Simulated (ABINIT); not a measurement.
**Beyond one shot: CsAsF6 (R-3)**

How far does self-consistency move the gap of CsAsF6 (R-3)?

Method: PBEsol and many-body steps on it, plane waves, in ABINIT 10.8.3.

### Step 1. The starting structure

The structure is trigonal, space group R-3 (No. 148). The conventional cell has a = 7.712 Å, b = 7.712 Å, c = 7.866 Å, α = 90.00°, β = 90.00°, γ = 120.00°. Nearest to Cs lie 12 F at 3.10 to 3.24 Å. Nearest to As lie 6 F at 1.75 Å. F has 1 As at 1.75 Å and 2 Cs at 3.10 to 3.24 Å nearest. Farther neighbours and most contacts between anions are not listed.

The cell and positions are those that the Materials Project relaxed with its own functionals (PBE, PBE+U or r2SCAN), kept fixed. Spin-orbit coupling is left out unless a step names it.

### Step 2. Empty states on the mesh, 2×2×2 mesh, 178 bands

This step: ABINIT 10.8.3; DFT, PBEsol, plane waves, norm-conserving pseudopotentials.

The sums over transitions need many empty states on a uniform mesh; this step solves for them.

The input, run.abi:

```
acell 3*1.0 Angstrom
rprim 
  3.855859826403 2.226181708716 2.622049894613
  -3.855859826403 2.226181708716 2.622049894613
  -0.000000000000 -4.452363417478 2.622049894574
ntypat 3
znucl 55 33 9
natom 8
typat 1 2 3 3 3 3 3 3
xred 
  0.500000000000 0.500000000000 0.500000000000
  -0.000000000000 -0.000000000000 -0.000000000000
  0.189597360000 0.275478300000 0.922344570000
  0.275478300000 0.922344570000 0.189597360000
  0.077655430000 0.810402640000 0.724521700000
  0.724521700000 0.077655430000 0.810402640000
  0.810402640000 0.724521700000 0.077655430000
  0.922344570000 0.189597360000 0.275478300000
pp_dirpath "pseudos"
pseudos "Cs.upf, As.upf, F.upf"
ecut 44
ngkpt 2 2 2
nshiftk 1
shiftk 0 0 0
kptopt 1
chksymbreak 0
iscf -2
irdden 1
istwfk *1
nband 178
nbdbuf 16
tolwfr 1e-09
nstep 60
prtvol 0
indata_prefix "in"
outdata_prefix "out"
tmpdata_prefix "tmp"
```

Launch:

```bash
$ OMP_NUM_THREADS=1 mpirun -n 4 abinit run.abi > log
```

Numbers of over 12 decimals in the logs are rounded to 6 here.

Log:

```text
.Version 10.8.3 of ABINIT. v10.8.2 released Aug 2026.

 Symmetries : space group R-3 (#148); Bravais hR (rhombohedral)
[... echo of the input left out ...]
== DATASET  1 ==================================================================
-   mpi_nproc: 4, omp_nthreads: 1 (-1 if OMP is not activated)

--- !DatasetInfo
iteration_state: {dtset: 1, }
dimensions: {natom: 8, nkpt: 4, mband: 178, nsppol: 1, nspinor: 1, nspden: 1, mpw: 12752, }
cutoff_energies: {ecut:  44.0, pawecutdg:  -1.0, }
[...]
1.90281    1.90281    1.90285    1.94458    1.94458    1.94953    1.95942    1.95942
   1.97082    1.97444    1.97444    1.97838    1.99250    2.03971    2.03978    2.05469
   2.05505    2.09409
 prteigrs : prtvol=0 or 1, do not print more k-points.

== END DATASET(S) ==============================================================
================================================================================

 -outvars: echo values of variables after computation  --------
            nband         178
             nkpt           4
          spgroup         148
 [... the other variables as echoed above ...]

 Calculation completed.
```

Run time: 80 s. Hardware: 4 MPI ranks of Arm Neoverse V2, shared host; peak memory 0.54 GiB.

Numbers from this step:

```yaml
gap: 5.678 eV
k_of_the_valence_top: 0, 0, 0
k_of_the_conduction_bottom: 0, 0, 0
least_direct_gap: 5.678 eV
k_points_computed: 4
lowest_point_of_the_top_converged_band_above_the_valence_top: 53.4138 eV
```

On this mesh the gap is 5.678 eV.

The density comes from a self-consistent run that is not shown.

### Step 3. Screening, 2×2×2 mesh, 162 bands, screening to 130.6 eV

The RPA dielectric matrix is built and inverted for each q.

This step: RPA screening on PBEsol, plane waves, norm-conserving pseudopotentials.

run.abi: that of step 2 with these lines changed.

```diff
@@ -26,10 +26,11 @@
 chksymbreak 0
-iscf -2
-irdden 1
 istwfk *1
-nband 178
-nbdbuf 16
-tolwfr 1e-09
-nstep 60
-prtvol 0
+occopt 1
+irdwfk 1
+optdriver 3
+nband 162
+ecuteps 4.8
+inclvkb 2
+awtr 1
+symchi 1
 indata_prefix "in"
```

Log:

```text
.Version 10.8.3 of ABINIT. v10.8.2 released Aug 2026.

 Symmetries : space group R-3 (#148); Bravais hR (rhombohedral)
[... echo of the input left out ...]
== DATASET  1 ==================================================================
-   mpi_nproc: 4, omp_nthreads: 1 (-1 if OMP is not activated)

--- !DatasetInfo
iteration_state: {dtset: 1, }
dimensions: {natom: 8, nkpt: 4, mband: 162, nsppol: 1, nspinor: 1, nspden: 1, mpw: 12752, }
cutoff_energies: {ecut:  44.0, pawecutdg:  -1.0, }
electrons: {nelect:   7.40000000E+01, charge:   0.00000000E+00, occopt:   1.00000000E+00, tsmear:   1.00000000E-02, }

 SCREENING: Calculation of the susceptibility and dielectric matrices

 Based on a program developped by R.W. Godby, V. Olevano, G. Onida, and L. Reining.
 Incorporated in ABINIT by V. Olevano, G.-M. Rignanese, and M. Torrent.
.Using double precision arithmetic ; gwpc =  8

[... cell and pseudopotentials left out ...]
--------------------------------------------------------------------------------

 ==== K-mesh for the wavefunctions ====
 Number of points in the irreducible wedge :     4
[... list of points left out ...]
 Together with  6 symmetry operations and time-reversal symmetry
 yields     8 points in the full Brillouin Zone.

 ==== Q-mesh for the screening function ====
 Number of points in the irreducible wedge :     4
[... list of points left out ...]
 Together with  6 symmetry operations and time-reversal symmetry
 yields     8 points in the full Brillouin Zone.

 setmesh: FFT mesh size selected  =    40x   40x   40
          total number of points  =        64000

 vcoul_init : cutoff-mode = AUXILIARY_FUNCTION
 q-points for optical limit:   1
     1)      0.000010    0.000020    0.000030

- screening: taking advantage of time-reversal symmetry
- Maximum band index for partially occupied states nbvw = 37
- Remaining bands to be divided among processors   nbcw = 125
- Number of bands treated by each node ~31

 Number of electrons calculated from density =   74.0000; Expected =   74.0000
 average of density, n =  0.081201
 r_s =    1.4326
 omega_plasma =   27.4876 [eV]

 calculating chi0 at frequencies [eV] :
  1    0.000000E+00    0.000000E+00
  2    0.000000E+00    2.748756E+01

--------------------------------------------------------------------------------
  q-point number  1        q = ( 0.000000, 0.000000, 0.000000) [r.l.u.]
--------------------------------------------------------------------------------
[... chi0 elements left out ...]
 For q-point:  0.000010 0.000020 0.000030
  dielectric constant =   2.0155
  dielectric constant without local fields =   2.2853

  Average fulfillment of the sum rule on Im[epsilon] for q-point    1 :     40.21  [%]
[... wings left out ...]
  q-point number  2        q = ( 0.500000, 0.000000, 0.000000) [r.l.u.]
--------------------------------------------------------------------------------
[... chi0 elements left out ...]
  Average fulfillment of the sum rule on Im[epsilon] for q-point    2 :     44.95  [%]

 [... 2 further q-points ...]
```

Elapsed: 81 s, on 4 MPI ranks; peak memory 2.3 GiB; 5.4 min of CPU time.

This step gave:

- ε∞ with local fields, on this mesh, along the program's q direction: 2.015
- the same without local fields: 2.285
- plasma frequency: 27.49 eV
- plane waves in the screening matrix: 455

Local fields lower ε∞ by 12 %. On a Γ-centred mesh this coarse the value itself is usually too large, while a short band sum pulls it down.

### Step 4. G0W0

The self-energy is evaluated for the states that the input lists, and the levels follow from it, in one-shot runs by the linearised quasiparticle equation.

This step: G0W0 on PBEsol, plane waves, norm-conserving pseudopotentials.

run.abi: that of step 3 with these lines changed.

```diff
@@ -29,8 +29,15 @@
 irdwfk 1
-optdriver 3
+optdriver 4
 nband 162
+gwcalctyp 0
+ecutsigx 44
+symsigma 1
+nkptgw 1
+kptgw 
+  0.0000000000 0.0000000000 0.0000000000
+bdgw 
+  35 39
 ecuteps 4.8
-inclvkb 2
-awtr 1
-symchi 1
+irdscr 1
+ppmodel 1
 indata_prefix "in"
```

Log:

```text
.Version 10.8.3 of ABINIT. v10.8.2 released Aug 2026.

 Symmetries : space group R-3 (#148); Bravais hR (rhombohedral)
[... echo of the input left out ...]
== DATASET  1 ==================================================================
-   mpi_nproc: 4, omp_nthreads: 1 (-1 if OMP is not activated)

--- !DatasetInfo
iteration_state: {dtset: 1, }
dimensions: {natom: 8, nkpt: 4, mband: 162, nsppol: 1, nspinor: 1, nspden: 1, mpw: 12752, }
cutoff_energies: {ecut:  44.0, pawecutdg:  -1.0, }
electrons: {nelect:   7.40000000E+01, charge:   0.00000000E+00, occopt:   1.00000000E+00, tsmear:   1.00000000E-02, }

 SIGMA: Calculation of the GW corrections

 Based on a program developped by R.W. Godby, V. Olevano, G. Onida, and L. Reining.
 Incorporated in ABINIT by V. Olevano, G.-M. Rignanese, and M. Torrent.
.Using double precision arithmetic ; gwpc =  8

[... cell and pseudopotentials left out ...]
--------------------------------------------------------------------------------

 ==== K-mesh for the wavefunctions ====
 Number of points in the irreducible wedge :     4
[... list of points left out ...]
 Together with  6 symmetry operations and time-reversal symmetry
 yields     8 points in the full Brillouin Zone.

 ==== Q-mesh for screening function ====
 Number of points in the irreducible wedge :     4
[... list of points left out ...]
 Together with  6 symmetry operations and time-reversal symmetry
 yields     8 points in the full Brillouin Zone.

 vcoul_init : cutoff-mode = AUXILIARY_FUNCTION
 q-points for optical limit:   1
     1)      0.000010    0.000020    0.000030
 setmesh: FFT mesh size selected  =    60x   60x   60
          total number of points  =       216000

 Number of electrons calculated from density =   74.0000; Expected =   74.0000
 average of density, n =  0.081201
 r_s =    1.4326
 omega_plasma =   27.4876 [eV]

 === KS Band Gaps ===
  >>>> For spin  1
   Minimum direct gap =   5.6780 [eV], located at k-point      :   0.0000  0.0000  0.0000
   Fundamental gap    =   5.6780 [eV], Top of valence bands at :   0.0000  0.0000  0.0000
                                       Bottom of conduction at :   0.0000  0.0000  0.0000
 SIGMA fundamental parameters:
 PLASMON POLE MODEL  1
 number of plane-waves for SigmaX                12717
 number of plane-waves for SigmaC and W            455
 number of plane-waves for wavefunctions         12717
 number of bands                                   162
 number of independent spin polarizations            1
 number of spinorial components                      1
 number of k-points in IBZ                           4
 number of q-points in IBZ                           4
 number of symmetry operations                       6
 number of k-points in BZ                            8
 number of q-points in BZ                            8
 number of frequencies for dSigma/dE                 9
 frequency step for dSigma/dE [eV]                0.25
 number of omega for Sigma on real axis              0
 max omega for Sigma on real axis  [eV]           0.00
 zcut for avoiding poles [eV]                     0.10

 EPSILON^-1 parameters (SCR file):
 dimension of the eps^-1 matrix on file            455
 dimension of the eps^-1 matrix used               455
 number of plane-waves for wavefunctions         12717
 number of bands                                   162
 number of q-points in IBZ                           4
 number of frequencies                               2
 number of real frequencies                          1
 number of imag frequencies                          1

 matrix elements of self-energy operator (all in [eV])

 Perturbative Calculation

--- !SelfEnergy_ee
iteration_state: {dtset: 1, }
kpoint     : [   0.000,    0.000,    0.000, ]
spin       : 1
KS_gap     :    5.678
QP_gap     :   10.411
Delta_QP_KS:    4.733
data: !SigmaeeData |
     Band     E0 <VxcDFT>   SigX SigC(E0)      Z dSigC/dE  Sig(E)    E-E0       E
       35  -1.889 -22.522 -30.392   5.287   0.814  -0.228 -24.625  -2.103  -3.991
       36  -1.889 -22.522 -30.392   5.287   0.814  -0.228 -24.625  -2.103  -3.991
       37  -1.636 -22.969 -30.875   5.365   0.814  -0.229 -25.037  -2.068  -3.704
       38   4.042 -18.327 -13.375  -1.873   0.866  -0.155 -15.661   2.665   6.707
       39   8.175 -11.625  -6.779  -2.536   0.884  -0.131  -9.582   2.043  10.218

== END DATASET(S) ==============================================================
================================================================================

 -outvars: echo values of variables after computation  --------
           etotal      0.0000000000E+00
            nband         162
             nkpt           4
          spgroup         148
 [... the other variables as echoed above ...]

 Calculation completed.
```

Run time: 11 s. Hardware: 4 MPI ranks; peak memory 1.4 GiB; 42 s of CPU time.

Numbers from this step:

```
G0W0 gap on the points computed              : 10.41 eV
starting gap on the mesh                     : 5.678 eV
k of the valence top                         : 0, 0, 0
k of the conduction bottom                   : 0, 0, 0
Z at the valence top                         : 0.814
Z at the conduction bottom                   : 0.866
least direct G0W0 gap on the computed points : 10.41 eV
```

The gap on the mesh goes from 5.68 eV to 10.41 eV, a correction of +4.73 eV.

### Step 5. evGW0, cycle 1

This step: evGW0 on PBEsol, plane waves, norm-conserving pseudopotentials.

run.abi: that of step 4 with these lines changed.

```diff
@@ -31,10 +31,16 @@
 nband 162
-gwcalctyp 0
+gwcalctyp 10
 ecutsigx 44
 symsigma 1
-nkptgw 1
+nkptgw 4
 kptgw 
   0.0000000000 0.0000000000 0.0000000000
+  0.5000000000 0.0000000000 0.0000000000
+  0.5000000000 0.5000000000 0.0000000000
+  0.5000000000 0.5000000000 0.5000000000
 bdgw 
-  35 39
+  17 48
+  17 48
+  17 48
+  17 48
 ecuteps 4.8
```

Log:

```text
.Version 10.8.3 of ABINIT. v10.8.2 released Aug 2026.

 Symmetries : space group R-3 (#148); Bravais hR (rhombohedral)
[... echo of the input left out ...]
== DATASET  1 ==================================================================
-   mpi_nproc: 4, omp_nthreads: 1 (-1 if OMP is not activated)

--- !DatasetInfo
iteration_state: {dtset: 1, }
dimensions: {natom: 8, nkpt: 4, mband: 162, nsppol: 1, nspinor: 1, nspden: 1, mpw: 12752, }
cutoff_energies: {ecut:  44.0, pawecutdg:  -1.0, }
electrons: {nelect:   7.40000000E+01, charge:   0.00000000E+00, occopt:   1.00000000E+00, tsmear:   1.00000000E-02, }

 SIGMA: Calculation of the GW corrections

 Based on a program developped by R.W. Godby, V. Olevano, G. Onida, and L. Reining.
 Incorporated in ABINIT by V. Olevano, G.-M. Rignanese, and M. Torrent.
.Using double precision arithmetic ; gwpc =  8

[... cell and pseudopotentials left out ...]
--------------------------------------------------------------------------------

 ==== K-mesh for the wavefunctions ====
 Number of points in the irreducible wedge :     4
[... list of points left out ...]
 Together with  6 symmetry operations and time-reversal symmetry
 yields     8 points in the full Brillouin Zone.

 ==== Q-mesh for screening function ====
 Number of points in the irreducible wedge :     4
[... list of points left out ...]
 Together with  6 symmetry operations and time-reversal symmetry
 yields     8 points in the full Brillouin Zone.

 vcoul_init : cutoff-mode = AUXILIARY_FUNCTION
 q-points for optical limit:   1
     1)      0.000010    0.000020    0.000030
 setmesh: FFT mesh size selected  =    60x   60x   60
          total number of points  =       216000

 Number of electrons calculated from density =   74.0000; Expected =   74.0000
[...]
--- !SelfEnergy_ee
iteration_state: {dtset: 1, }
kpoint     : [   0.500,    0.500,    0.000, ]
spin       : 1
KS_gap     :    6.399
QP_gap     :   11.627
Delta_QP_KS:    5.227
data: !SigmaeeData |
     Band     E_DFT   <VxcDFT>   E(N-1)  <Hhartree>   SigX  SigC[E(N-1)]    Z     dSigC/dE  Sig[E(N)]  DeltaE  E(N)_pert E(N)_diago
[...]
--- !SelfEnergy_ee
iteration_state: {dtset: 1, }
kpoint     : [   0.500,    0.500,    0.500, ]
spin       : 1
KS_gap     :    6.559
QP_gap     :   11.904
Delta_QP_KS:    5.345
data: !SigmaeeData |
     Band     E_DFT   <VxcDFT>   E(N-1)  <Hhartree>   SigX  SigC[E(N-1)]    Z     dSigC/dE  Sig[E(N)]  DeltaE  E(N)_pert E(N)_diago
[...]
47    11.374    -8.176    11.374    19.550    -3.744    -2.821     0.893    -0.120    -6.737     1.438    12.813    15.036
       48    11.374    -8.176    11.374    19.550    -3.744    -2.821     0.893    -0.120    -6.737     1.438    12.813    15.036

 New Fermi energy :        5.410191E-02 Ha ,    1.472188E+00 eV

 === QP Band Gaps ===
  >>>> For spin  1
   Minimum direct gap =  11.2973 [eV], located at k-point      :   0.0000  0.0000  0.0000
   Fundamental gap    =  11.2973 [eV], Top of valence bands at :   0.0000  0.0000  0.0000
                                       Bottom of conduction at :   0.0000  0.0000  0.0000

 writing QP data on file : out_QPS

 Convergence of QP corrections
 >>>>> For spin  1 <<<<<
.  kptgw no:  1; Maximum DeltaE = (  -2.138   0.000) for band index: 31
.  kptgw no:  2; Maximum DeltaE = (  -2.191   0.000) for band index: 30
.  kptgw no:  3; Maximum DeltaE = (  -2.139   0.000) for band index: 29
.  kptgw no:  4; Maximum DeltaE = (  -2.169   0.000) for band index: 29

== END DATASET(S) ==============================================================
================================================================================

 -outvars: echo values of variables after computation  --------
           etotal      0.0000000000E+00
            nband         162
             nkpt           4
          spgroup         148
 [... the other variables as echoed above ...]

 Calculation completed.
```

Wall time 4.6 min (4 MPI ranks); peak memory 3.1 GiB; 18 min of CPU time.

Numbers from this step:

| Property | Result |
| --- | --- |
| quasiparticle gap on the mesh | 11.30 eV |
| gap of the density functional on the mesh | 5.678 eV |
| k of the valence top | 0, 0, 0 |
| k of the conduction bottom | 0, 0, 0 |
| Z at the valence top | 0.814 |
| Z at the conduction bottom | 0.866 |
| least direct quasiparticle gap on the computed points | 11.30 eV |

Against G0W0 in ABINIT (2×2×2 mesh, 162 bands, screening to 130.6 eV, Godby-Needs plasmon pole), the gap moves by +0.886 eV. This first cycle still uses the starting levels; it takes the full correction, at all points of the mesh, and its linearised value is 10.411 eV.

### Step 6. evGW0, cycle 2

The corrected levels of the last cycle go back in.

run.abi: that of step 5 with these lines changed.

```diff
@@ -48,2 +48,3 @@
 ppmodel 1
+irdqps 1
 indata_prefix "in"
```

Log:

```text
.Version 10.8.3 of ABINIT. v10.8.2 released Aug 2026.

 Symmetries : space group R-3 (#148); Bravais hR (rhombohedral)
[... echo of the input left out ...]
== DATASET  1 ==================================================================
-   mpi_nproc: 4, omp_nthreads: 1 (-1 if OMP is not activated)

--- !DatasetInfo
iteration_state: {dtset: 1, }
dimensions: {natom: 8, nkpt: 4, mband: 162, nsppol: 1, nspinor: 1, nspden: 1, mpw: 12752, }
cutoff_energies: {ecut:  44.0, pawecutdg:  -1.0, }
[...]
.  kptgw no:  2; Maximum DeltaE = (   0.136   0.000) for band index: 22
.  kptgw no:  3; Maximum DeltaE = (   0.128   0.000) for band index: 22
.  kptgw no:  4; Maximum DeltaE = (   0.136   0.000) for band index: 22

== END DATASET(S) ==============================================================
================================================================================

 -outvars: echo values of variables after computation  --------
           etotal      0.0000000000E+00
            nband         162
             nkpt           4
          spgroup         148
 [... the other variables as echoed above ...]

 Calculation completed.
```

Elapsed: 4.6 min, on 4 MPI ranks; peak memory 3.1 GiB; 18 min of CPU time.

This step gave:

```
quasiparticle gap on the mesh                         : 11.03 eV
gap of the density functional on the mesh             : 5.678 eV
k of the valence top                                  : 0, 0, 0
k of the conduction bottom                            : 0, 0, 0
least direct quasiparticle gap on the computed points : 11.03 eV
```

Against the cycle before, the gap moves by −0.272 eV.

(Part 1 of 3 ends here.)

[Paths, hosts, dates, memory and timing lines, banners, echoed tables and standing remarks are left out of the program output.]

[Logs are printed without paths, hosts, clocks, repeated set-up lines and the standing remarks that a program may print on its own settings, such as how far it seeks lower states.]

[Runs of the session that timed out or met a known fault of the program may be left out.]

[Hosts, paths, dates, database ids (printed as entryN), source tags and the programs' standing remarks are cut or masked in the printed files.]

[G0W0 gaps are taken among the corrected bands and points alone; a level outside them can change the order at an edge.]

[Where Ansatz stands beside ABINIT at settings called matched, ABINIT's density can come from a denser mesh and the files from another edition; pairs whose starting gaps differed by over 0.03 eV were left out, so agreement reads better than it is.]
